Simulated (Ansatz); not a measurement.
# Li on Ti(0001): change of the work function

How does Li on the fcc site change the work function of Ti(0001) as the layer fills?

Program: Ansatz 0.2.0. Level of theory: plane-wave DFT, PBE, Ansatz PAW. Results are calculated unless marked as measured.

Most raw output is cut from this account.

### Step 1. The starting structure

The cell holds 4 atoms: 4 Ti. Cell: a = 2.950 Å, b = 2.950 Å, c = 25.027 Å, α = 90.0°, β = 90.0°, γ = 60.0°. Vacuum lies along c.

### Step 2. The clean slab

The bare slab comes first, as the zero from which every change is counted. The two lowest layers are held at bulk places and the upper ones relax. The dipole correction removes the false field that a one-sided slab makes across the periodic vacuum, so each face gets a flat vacuum level of its own.

Input file input.yaml:

```yaml
crystal:
  lattice:
    - [2.95, 0.0, 0.0]
    - [1.475, 2.5547749412, 0.0]
    - [0.0, 0.0, 25.0269]
  atoms:
    - { symbol: Ti, position: [0.6666666667, 0.6666666667, 0.3596130564] }
    - { symbol: Ti, position: [0.0, 0.0, 0.4532043521] }
    - { symbol: Ti, position: [0.6666666667, 0.6666666667, 0.5467956479] }
    - { symbol: Ti, position: [0.0, 0.0, 0.6403869436] }
kpoints:
  mp_grid: { grid: [12, 12, 1] }
hamiltonian:
  xc: pbe
scf:
  occupations: { method: fermi_dirac, width: 0.1 }
  convergence: { dr2_threshold: 1.0e-08 }
efield:
  axis: 3
  dipole_correction: true
  ramp_position: 0.97
  ramp_width: 0.06
relax:
  f_tol: 0.02
  max_steps: 60
  constraints: [{ sites: [0, 1] }]
output:
  write_potential: true
  write_density: true
  volumetric_format: npy
```

Started as:

```
ansatz run input.yaml --threads 4 --pin off --max-ram 6144MiB --backend cpu --events-out ev --progress --plain --runs-dir out
```

Run time: 9.6 s. Hardware: 4 threads of Arm Neoverse V1, shared host; peak memory 0.51 GiB; 37 s of CPU time.

Step by step:

```tsv
step	energy less that of the first step (eV)	largest force component (eV/Å)
1	0.0000	0.6136
2	-0.0393	0.4318
3	-0.0561	0.0119
```

Forces are held to the 6 operations that the run works with; a distortion that breaks them can't arise in this run.

The atoms that moved most (Å):

```tsv
atom	dx	dy	dz	length
Ti4	0.000	0.000	-0.106	0.106
Ti3	0.000	0.000	0.068	0.068
```

The relaxed structure:

```xyz
4
Lattice="2.9500 0.0000 0.0000 1.4750 2.5548 0.0000 0.0000 0.0000 25.0269" Properties=species:S:1:pos:R:3
Ti    2.9500    1.7032    9.0000
Ti    0.0000    0.0000   11.3423
Ti    2.9500    1.7032   13.7526
Ti    0.0000    0.0000   15.9213
```

Numbers from this step:

* energy at zero smearing: -9996.7499 eV
* work function, upper face: 4.373 eV
* work function, lower face: 4.423 eV
* dipole along the normal: 0.002104 e·Å
* step between the vacuum levels: -0.05051 eV

Running mean over 2.342 Å of the planar mean; the ramp of the sawtooth is left out. The electron's electrostatic potential energy less the Fermi level by z:

```tsv
z (Å)	electron's electrostatic potential energy less the Fermi level (eV)
3.5	4.42
4.0	4.42
4.5	4.42
5.0	4.40
5.5	4.36
6.0	4.24
6.5	3.89
7.0	2.89
7.5	0.393
8.0	-3.13
8.5	-5.88
9.0	-6.74
9.5	-6.71
10.0	-6.59
10.5	-6.56
11.0	-6.58
11.5	-6.56
12.0	-6.38
12.5	-6.24
13.0	-6.32
13.5	-6.57
14.0	-6.94
14.5	-7.53
15.0	-7.68
15.5	-7.32
16.0	-6.81
16.5	-5.57
17.0	-2.61
17.5	0.849
18.0	3.07
18.5	3.92
19.0	4.22
19.5	4.32
20.0	4.36
20.5	4.37
21.0	4.37
21.5	4.37
```

The relaxation took 3 steps and lowered the energy by 0.056 eV; the largest force on the free atoms ends at 0.012 eV/Å.

The work function of the upper face is 4.37 eV.

### Step 3. The covered slab, k-mesh 6×6×1, coverage 0.25 ML

System of this step: Li/Ti(0001). The cell holds 17 atoms: 16 Ti and 1 Li. Its edges and angles: a = 5.900 Å, b = 5.900 Å, c = 27.350 Å, α = 90.0°, β = 90.0°, γ = 60.0°. Vacuum lies along c.

The clean slab as it ended is repeated in the plane and the adsorbate is set on one face; the cell's size fixes the coverage, and the k-mesh shrinks with it to keep the sampling density about even. Adsorbate and upper layers relax, since the dipole depends on the height.

Input file input.yaml:

```yaml
crystal:
  lattice:
    - [5.9, 0.0, 0.0]
    - [2.95, 5.1095498824, 0.0]
    - [0.0, 0.0, 27.3500017231]
  atoms:
    - { symbol: Ti, position: [0.3333333333, 0.3333333333, 0.3290676209] }
    - { symbol: Ti, position: [0.0, 0.0, 0.4147092974] }
    - { symbol: Ti, position: [0.3333333333, 0.3333333333, 0.502837402] }
    - { symbol: Ti, position: [0.0, 0.0, 0.5821308108] }
    - { symbol: Ti, position: [0.3333333333, 0.8333333333, 0.3290676209] }
    - { symbol: Ti, position: [0.0, 0.5, 0.4147092974] }
    - { symbol: Ti, position: [0.3333333333, 0.8333333333, 0.502837402] }
    - { symbol: Ti, position: [0.0, 0.5, 0.5821308108] }
    - { symbol: Ti, position: [0.8333333333, 0.3333333333, 0.3290676209] }
    - { symbol: Ti, position: [0.5, 0.0, 0.4147092974] }
    - { symbol: Ti, position: [0.8333333333, 0.3333333333, 0.502837402] }
    - { symbol: Ti, position: [0.5, 0.0, 0.5821308108] }
    - { symbol: Ti, position: [0.8333333333, 0.8333333333, 0.3290676209] }
    - { symbol: Ti, position: [0.5, 0.5, 0.4147092974] }
    - { symbol: Ti, position: [0.8333333333, 0.8333333333, 0.502837402] }
    - { symbol: Ti, position: [0.5, 0.5, 0.5821308108] }
    - { symbol: Li, position: [0.1666666667, 0.1666666667, 0.6709323791] }
kpoints:
  mp_grid: { grid: [6, 6, 1] }
hamiltonian:
  xc: pbe
scf:
  occupations: { method: fermi_dirac, width: 0.1 }
  convergence: { dr2_threshold: 1.0e-08 }
efield:
  axis: 3
  dipole_correction: true
  ramp_position: 0.97
  ramp_width: 0.06
relax:
  f_tol: 0.02
  max_steps: 60
  constraints: [{ sites: [0, 1, 4, 5, 8, 9, 12, 13] }]
output:
  dos: { projected: true, e_range: [-8, 4] }
  write_potential: true
  write_density: true
  volumetric_format: npy
  elf: true
```

Elapsed: 69 s, on 4 threads; peak memory 2.4 GiB; 4.4 min of CPU time.

Step by step:

```tsv
step	energy less that of the first step (eV)	largest force component (eV/Å)
1	0.0000	0.4393
2	-0.0232	0.1796
3	-0.0289	0.0045
```

Forces are held to the 6 operations that the run works with; a distortion that breaks them can't arise in this run.

The atoms that moved most (Å):

```tsv
atom	dx	dy	dz	length
Ti16	0.000	0.000	0.088	0.088
Ti15	0.000	0.000	-0.037	0.037
Li17	0.000	0.000	0.033	0.033
Ti7	0.000	-0.021	-0.010	0.023
Ti11	-0.018	0.011	-0.010	0.023
Ti3	0.018	0.011	-0.010	0.023
Ti4	0.012	0.007	-0.007	0.015
Ti8	0.000	-0.014	-0.007	0.015
```

Final coordinates:

```
Ti Li
1.0
     5.90000    0.00000    0.00000
     2.95000    5.10955    0.00000
     0.00000    0.00000   27.35000
Ti Li
16 1
Direct
  0.33333 0.33333 0.32907
  0.00000 0.00000 0.41471
  0.33540 0.33540 0.50247
  0.00133 0.00133 0.58187
  0.33333 0.83333 0.32907
  0.00000 0.50000 0.41471
  0.33540 0.82920 0.50247
  0.00133 0.49734 0.58187
  0.83333 0.33333 0.32907
  0.50000 0.00000 0.41471
  0.82920 0.33540 0.50247
  0.49734 0.00133 0.58187
  0.83333 0.83333 0.32907
  0.50000 0.50000 0.41471
  0.83333 0.83333 0.50148
  0.50000 0.50000 0.58534
  0.16667 0.16667 0.67213
```

Numbers from this step:

| Quantity | Value |
| --- | --- |
| energy at zero smearing | -40192.2135 eV |
| work function, upper face | 2.531 eV |
| work function, lower face | 4.414 eV |
| dipole along the normal | 0.3137 e·Å |
| step between the vacuum levels | -1.883 eV |

Running mean over 2.342 Å of the planar mean; the ramp of the sawtooth is left out. Electron's electrostatic potential energy less the Fermi level against z:

```tsv
z (Å)	electron's electrostatic potential energy less the Fermi level (eV)
4	4.41
5	4.39
6	4.23
7	2.89
8	-3.13
9	-6.74
10	-6.59
11	-6.58
12	-6.43
13	-6.41
14	-6.89
15	-7.47
16	-6.70
17	-2.97
18	1.61
19	1.98
20	2.35
21	2.50
22	2.53
23	2.53
24	2.53
```

The density of states has structure finer than the step of the table below, so its rows give means over 0.2 eV, whole bins alone (the curve runs from -8 to 0.69 eV). Peaks (eV: height): -1.26: 51.4, -0.81: 59.9, -0.75: 59.6, -0.63: 50.9, -0.15: 37.8, -0.06: 58.2, 0.39: 44.6.

Density of states against energy, zero at the Fermi level; means over each step:

```tsv
energy (eV)	density of states (states/eV a cell)
-6.0	0
-5.8	0.0594
-5.6	1.06
-5.4	1.06
-5.2	1.20
-5.0	1.14
-4.8	1.56
-4.6	2.61
-4.4	3.13
-4.2	2.34
-4.0	2.43
-3.8	2.88
-3.6	4.54
-3.4	4.55
-3.2	2.46
-3.0	7.01
-2.8	9.39
-2.6	5.48
-2.4	17.5
-2.2	13.3
-2.0	18.0
-1.8	19.9
-1.6	18.9
-1.4	14.2
-1.2	24.3
-1.0	25.2
-0.8	42.7
-0.6	20.1
-0.4	18.0
-0.2	26.7
0.0	33.5
0.2	28.8
0.4	36.3
```

Projected DOS per atom over height of the atomic layer and energy from the Fermi level. Layers: Ti4 Ti4 Ti4 Ti4 Li from below.

Values in states/eV, 22 rows by 5 columns, each cell a mean:
```
2.51 1.60 1.64 2.27 0.13
2.62 1.43 1.19 1.94 0.14
1.86 0.93 0.81 1.45 0.13
1.79 1.97 1.61 1.79 0.73
1.33 1.07 1.39 1.81 0.39
0.94 1.14 1.11 0.88 0.03
1.06 1.31 1.38 1.13 0.05
0.66 1.07 1.22 0.80 0.06
0.38 0.51 0.57 0.41 0.06
0.32 0.32 0.33 0.33 0.04
0.27 0.25 0.27 0.28 0.04
0.16 0.21 0.21 0.17 0.01
0.15 0.18 0.17 0.16 0.01
0.12 0.17 0.17 0.13 0.01
0.03 0.10 0.11 0.04 0.00
0.03 0.10 0.10 0.04 0.00
0.01 0.02 0.02 0.01 0.00
0.00 0.00 0.00 0.00 0.00
0.00 0.00 0.00 0.00 0.00
0.00 0.00 0.00 0.00 0.00
0.00 0.00 0.00 0.00 0.00
0.00 0.00 0.00 0.00 0.00
```
Columns: height of the atomic layer (Å) from 9 to 18.4 (not evenly spaced); rows upwards: energy from the Fermi level (eV) from -7.96 to 0.645.

ELF in the ca plane at fractional y = 0.000, with atoms of Ti within 0.2 Å of it. It is the smooth field of the valence electrons, not physical close to the nuclei.

Ten even steps from '0' (0.00) to '9' (0.76), each cell a mean:
```
78526647426778843746721234432100000000000000
34423674234323432466311333321100000000000000
22332222342122233222123443221000000000000000
21355334542232135533355543211000000000000000
21353222442122134322235543211000000000000000
23422442233222332244212333221100000000000000
56425777325556642677611233322100000000000000
88537317527899944713821245432110000000000000
78526647426778843745721455432210000000000000
34423674234323442476414652111110000000000000
22332222342121233222247720000100000000000000
21355324552132136532479610000000000000000000
21353222442122134322368610000000000000000000
23422442233212332344225731001110000000000000
56425777325556742677612554322110000000000000
88537317527899944713821355443210000000000000
```
Columns run along c (16.0 Å, from fractional 0.34 to 0.92 of the cell), rows up along a (5.9 Å). Atoms in or near the plane, at fractional coordinates: Ti at (0.41, 0.00), Ti at (0.58, 0.00), Ti at (0.41, 0.50), Ti at (0.58, 0.50).

Valence density in the ca plane at fractional y = 0.000, with atoms of Ti within 0.2 Å of it. It is the smooth field of the valence electrons, not physical close to the nuclei.

Values in units of 1e0 e/Å³, 9 rows by 16 columns, each cell a mean:
```
0.2 1.5 4.5 0.3 0.2 0.3 3.9 2.0 0.1 0.0 0.0 0.0 0.0 0.0 0.0 0.0
0.3 0.2 0.4 0.2 0.4 0.2 0.3 0.2 0.0 0.0 0.0 0.0 0.0 0.0 0.0 0.0
0.3 0.2 0.2 0.2 0.4 0.2 0.2 0.1 0.0 0.0 0.0 0.0 0.0 0.0 0.0 0.0
0.2 1.1 3.2 0.2 0.2 0.2 2.8 1.4 0.0 0.0 0.0 0.0 0.0 0.0 0.0 0.0
0.2 2.4 7.0 0.3 0.2 0.3 6.2 3.3 0.1 0.0 0.0 0.0 0.0 0.0 0.0 0.0
0.2 0.6 1.6 0.2 0.2 0.2 1.5 0.8 0.1 0.0 0.0 0.0 0.0 0.0 0.0 0.0
0.3 0.2 0.2 0.2 0.4 0.2 0.2 0.2 0.1 0.0 0.0 0.0 0.0 0.0 0.0 0.0
0.3 0.4 0.9 0.2 0.3 0.2 0.8 0.5 0.1 0.0 0.0 0.0 0.0 0.0 0.0 0.0
0.2 2.2 6.3 0.3 0.2 0.3 5.6 3.0 0.1 0.0 0.0 0.0 0.0 0.0 0.0 0.0
```
Columns run along c (16.0 Å, from fractional 0.34 to 0.92 of the cell), rows up along a (5.9 Å). Atoms in or near the plane, at fractional coordinates: Ti at (0.41, 0.00), Ti at (0.58, 0.00), Ti at (0.41, 0.50), Ti at (0.58, 0.50).

Electrostatic potential energy in the ca plane at fractional y = 0.000, with atoms of Ti within 0.2 Å of it. With pseudopotentials it is smooth inside the atoms' cores, unlike the true potential.

Ten even steps from '0' (-35 eV) to '9' (6 eV), each cell a mean:
```
99862000489999985000168999999999999999999999
88885213789888887322589999999999999999999999
68888767898766888767899999999999999999999999
57899888998645789988999999999999999999999999
57898888998655789888899999999999999999999999
78886445788877888644689999999999999999999999
89873001589989986100379999999999999999999999
99861000489999984000158999999999999999999999
99862000489999984000168999999999999999999999
88885213789888887312479999999999999999999999
68888767898766888766899988889999999999999999
57899888998655789888999988889999999999999999
57898888998756789888899988889999999999999999
78886445788877888544689998899999999999999999
89873001589989985100278999999999999999999999
99861000489999984000158999999999999999999999
```
Columns run along c (16.0 Å, from fractional 0.34 to 0.92 of the cell; values clipped at the 3rd and 97th percentile), rows up along a (5.9 Å). Atoms in or near the plane, at fractional coordinates: Ti at (0.41, 0.00), Ti at (0.58, 0.00), Ti at (0.41, 0.50), Ti at (0.58, 0.50).

The relaxation took 3 steps and lowered the energy by 0.029 eV; the largest force on the free atoms ends at 0.0045 eV/Å.

By hand: a sheet of dipoles makes a step −p/(ε₀A) in the electron's potential. With e/ε₀ = 180.95 V·Å, p = 0.3137 e·Å and A = 30.15 Å², that is −180.95 × (0.3137) / 30.15 = -1.883 eV, and the two vacuum levels of the run differ by -1.883 eV.

The covered face has 2.53 eV, -1.84 eV against the clean one; the bare back face has moved by -0.01 eV, a measure of how thin the slab is.

### Step 4. Adsorbate added, k-mesh 12×12×1, coverage 1 ML

System of this step: Li/Ti(0001). The cell holds 5 atoms: 4 Ti and 1 Li. Cell: a = 2.950 Å, b = 2.950 Å, c = 27.350 Å, α = 90.0°, β = 90.0°, γ = 60.0°. Vacuum lies along c.

Another coverage, to see how the dipoles act on each other as their distance changes.

input.yaml, the sections that differ from step 3:

```yaml
crystal:
  lattice:
    - [2.95, 0.0, 0.0]
    - [1.475, 2.5547749412, 0.0]
    - [0.0, 0.0, 27.3500017231]
  atoms:
    - { symbol: Ti, position: [0.6666666667, 0.6666666667, 0.3290676209] }
    - { symbol: Ti, position: [0.0, 0.0, 0.4147092974] }
    - { symbol: Ti, position: [0.6666666667, 0.6666666667, 0.502837402] }
    - { symbol: Ti, position: [0.0, 0.0, 0.5821308108] }
    - { symbol: Li, position: [0.3333333333, 0.3333333333, 0.6709323791] }
kpoints:
  mp_grid: { grid: [12, 12, 1] }
relax:
  f_tol: 0.02
  max_steps: 60
  constraints: [{ sites: [0, 1] }]
output:
  write_potential: true
  write_density: true
  volumetric_format: npy
# hamiltonian, scf, efield: as in step 3
```

Wall time 9.2 s (4 threads); peak memory 0.51 GiB; 35 s of CPU time.

Relaxation path:

```tsv
step	energy less that of the first step (eV)	largest force component (eV/Å)
1	0.0000	0.3433
2	-0.0093	0.0978
3	-0.0102	0.0111
```

The run keeps the 6 symmetry operations that it works with, so distortions that break them were not tested.

The atoms that moved most (Å):

```tsv
atom	dx	dy	dz	length
Ti3	0.000	0.000	-0.037	0.037
Ti4	0.000	0.000	0.032	0.032
Li5	0.000	0.000	0.030	0.030
```

Final coordinates:

```xyz
5
Lattice="2.9500 0.0000 0.0000 1.4750 2.5548 0.0000 0.0000 0.0000 27.3500" Properties=species:S:1:pos:R:3
Ti    2.9500    1.7032    9.0000
Ti    0.0000    0.0000   11.3423
Ti    2.9500    1.7032   13.7158
Ti    0.0000    0.0000   15.9537
Li    1.4750    0.8516   18.3797
```

Numbers from this step:

| Property | Result |
| --- | --- |
| energy at zero smearing | -10201.8139 eV |
| work function, upper face | 3.238 eV |
| work function, lower face | 4.413 eV |
| dipole along the normal | 0.04893 e·Å |
| step between the vacuum levels | -1.175 eV |

Running mean over 2.342 Å of the planar mean; the ramp of the sawtooth is left out. Electron's electrostatic potential energy less the Fermi level against z:

```tsv
z (Å)	electron's electrostatic potential energy less the Fermi level (eV)
3.5	4.41
4.0	4.41
4.5	4.41
5.0	4.39
5.5	4.35
6.0	4.23
6.5	3.87
7.0	2.89
7.5	0.377
8.0	-3.13
8.5	-5.87
9.0	-6.74
9.5	-6.70
10.0	-6.59
10.5	-6.56
11.0	-6.58
11.5	-6.59
12.0	-6.52
12.5	-6.47
13.0	-6.50
13.5	-6.62
14.0	-6.83
14.5	-7.18
15.0	-7.25
15.5	-7.00
16.0	-6.63
16.5	-5.77
17.0	-4.03
17.5	-2.48
18.0	-1.55
18.5	-1.39
19.0	-1.09
19.5	0.169
20.0	1.75
20.5	2.58
21.0	2.96
21.5	3.12
22.0	3.19
22.5	3.22
23.0	3.23
23.5	3.24
24.0	3.24
```

The relaxation took 3 steps and lowered the energy by 0.010 eV; the largest force on the free atoms ends at 0.011 eV/Å.

The covered face has 3.24 eV, -1.13 eV against the clean one; the bare back face has moved by -0.01 eV, a measure of how thin the slab is.

### Step 5. Work function against coverage

This step: plane-wave DFT, PBE, Ansatz PAW; work function against coverage (Ansatz 0.2.0).

The runs are now put side by side.

Numbers from this step:

| Quantity | Value |
| --- | --- |
| work function of the clean face | 4.373 eV |
| largest change of the work function | -1.842 eV |

Work function of the covered face against coverage:

```tsv
coverage (adsorbates/nm²)	work function of the covered face (eV)
0.00	4.37
3.32	2.53
13.27	3.24
```

The dipole per adsorbate comes from the change of the cell's dipole. Coverage, by row:

```tsv
coverage (1/nm²)	coverage (ML)	work function (eV)	change (eV)	dipole per adsorbate, positive end outwards (debye)	mean height of the added atoms over the highest substrate atom (Å)
3.317	0.25	2.531	-1.842	1.466	2.374
13.27	1	3.238	-1.135	0.225	2.426
```

### Step 6. Results

| Property | Result |
| --- | --- |
| work function of the clean face | 4.37 eV |
| work function at 0.25 ML | 2.53 eV |
| work function at 1 ML | 3.24 eV |
| dipole per adsorbate at 0.25 ML, positive end outwards | 1.47 D |

What this shows: Li lowers the work function of Ti(0001) at the lowest coverage, by 1.84 eV: the adsorbate layer has its positive end outwards. The slab has 4 layers, at the tabulated experimental lattice constant, one starting site was run, and quantum-size effects of a slab this thin can reach one or two tenths of an eV.

[Logs are printed without paths, hosts, clocks, repeated set-up lines and the standing remarks that a program may print on its own settings, such as how far it seeks lower states.]

[Hosts, paths, dates, database ids (printed as entryN), source tags and the programs' standing remarks are cut or masked in the printed files.]

[Maps of the electrostatic potential energy from Ansatz leave out the sawtooth potential of an applied field or a dipole correction, so their vacuum need not be flat; planar profiles and work functions include it.]

[The density of states shown here was stored with 400 of the rows of the run's finer table, so its peaks can read low, often by over a quarter, or be missed, and its means over a window can be off by a tenth or more.]
